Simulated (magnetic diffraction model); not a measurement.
# ZnCoSb₆: what an assumed order does to the neutron pattern

Space group C2/m (no. 12), a = 13.0220 Å, b = 9.5040 Å, c = 9.1920 Å, β = 134.18°.

```csv
site,atom,x,y,z
8j,Sb,0.6517,0.8361,0.1544
8j,Sb,0.4949,0.6590,0.6602
4i,Sb,0.3428,0,0.1862
4i,Sb,0.8378,1/2,0.4984
4e,Zn,3/4,3/4,0
4f,Co,3/4,1/4,1/2
```

This is a made-up structure (elements placed in a structure type, unrelaxed), so the numbers test the method and describe no known phase.

Only Co is taken to order (form factors of Co2+); orders and moment sizes are assumed, and not adapted to the symmetry. Radiation: neutrons of λ = 1.909 Å, 5° to 35°; isotropic B of 0.26 Å² (Sb), 0.32 Å² (Zn) and 0.35 Å² (Co). The intensities are simulated: I ∝ L Σ (|F_N|² + |F_M⊥|²) for unpolarised neutrons, with F_M = 2.695 fm/μB × Σ f(s) S exp(2πi Q·r) exp(−B s²) at Q = H ± k (one set where k and −k are equivalent), only the part normal to Q counting and L = 1/(sin²θ cos θ). For collinear order S is the moment m, which repeats by lattice and centring translations R with the sign exp(−2πi k·R). Form factors are spin-only for 3d ions and dipole or tabulated for f ions, scattering lengths are Sears's of 1992, and absorption is left out. A label names one of the reflections at its angle. The strongest nuclear line in the range is 100, and lines under 0.2 are left out.

Assume the order k = (1 0 0), collinear moments along [010], 2.36 μB on Co; signs + at (3/4, 1/4, 1/2), − at (3/4, 3/4, 1/2).

Q: Where does magnetic intensity appear, and how strong is it?

| 2θ (°) | index | nuclear | magnetic |
| --- | --- | --- | --- |
| 16.48 | (1 1 0) | 63.4 | 0.0 |
| 16.61 | (1 1 -1) | 43.5 | 0.0 |
| 16.86 | (2 0 -1) | 71.3 | 0.0 |
| 20.30 | (0 1 1) | 0.0 | 91.3 |
| 20.47 | (2 1 -1) | 0.0 | 90.3 |
| 23.18 | (0 2 0) | 71.1 | 0.0 |
| 23.59 | (2 0 0) | 42.7 | 0.0 |
| 23.98 | (2 0 -2) | 69.1 | 0.0 |
| 26.33 | (2 1 0) | 0.0 | 59.5 |
| 26.68 | (2 1 -2) | 0.0 | 58.0 |
| 28.67 | (0 2 1) | 100.0 | 0.0 |
| 28.80 | (2 2 -1) | 1.3 | 0.0 |
| 28.87 | (1 1 1) | 31.8 | 0.0 |
| 29.11 | (1 1 -2) | 23.2 | 0.0 |
| 29.12 | (3 1 -1) | 22.7 | 0.0 |
| 29.36 | (3 1 -2) | 32.6 | 0.0 |
| 33.31 | (2 2 0) | 0.5 | 0.0 |
| 33.59 | (2 2 -2) | 0.5 | 0.0 |
| 33.67 | (0 0 2) | 0.8 | 0.0 |
| 34.10 | (4 0 -2) | 0.7 | 0.0 |

The strongest magnetic line in the range is (0 1 1) at 20.30° (91.3). On top of the Lorentz factor, which all lines share, magnetic lines fade with angle because f falls: for Co2+ it is 0.91, 0.71, 0.49 and 0.18 at sin θ/λ = 0.1, 0.2, 0.3 and 0.5 Å⁻¹, while nuclear lengths stay constant. The order has no net moment.

[Logs are printed without paths, hosts, clocks, repeated set-up lines and the standing remarks that a program may print on its own settings, such as how far it seeks lower states.]
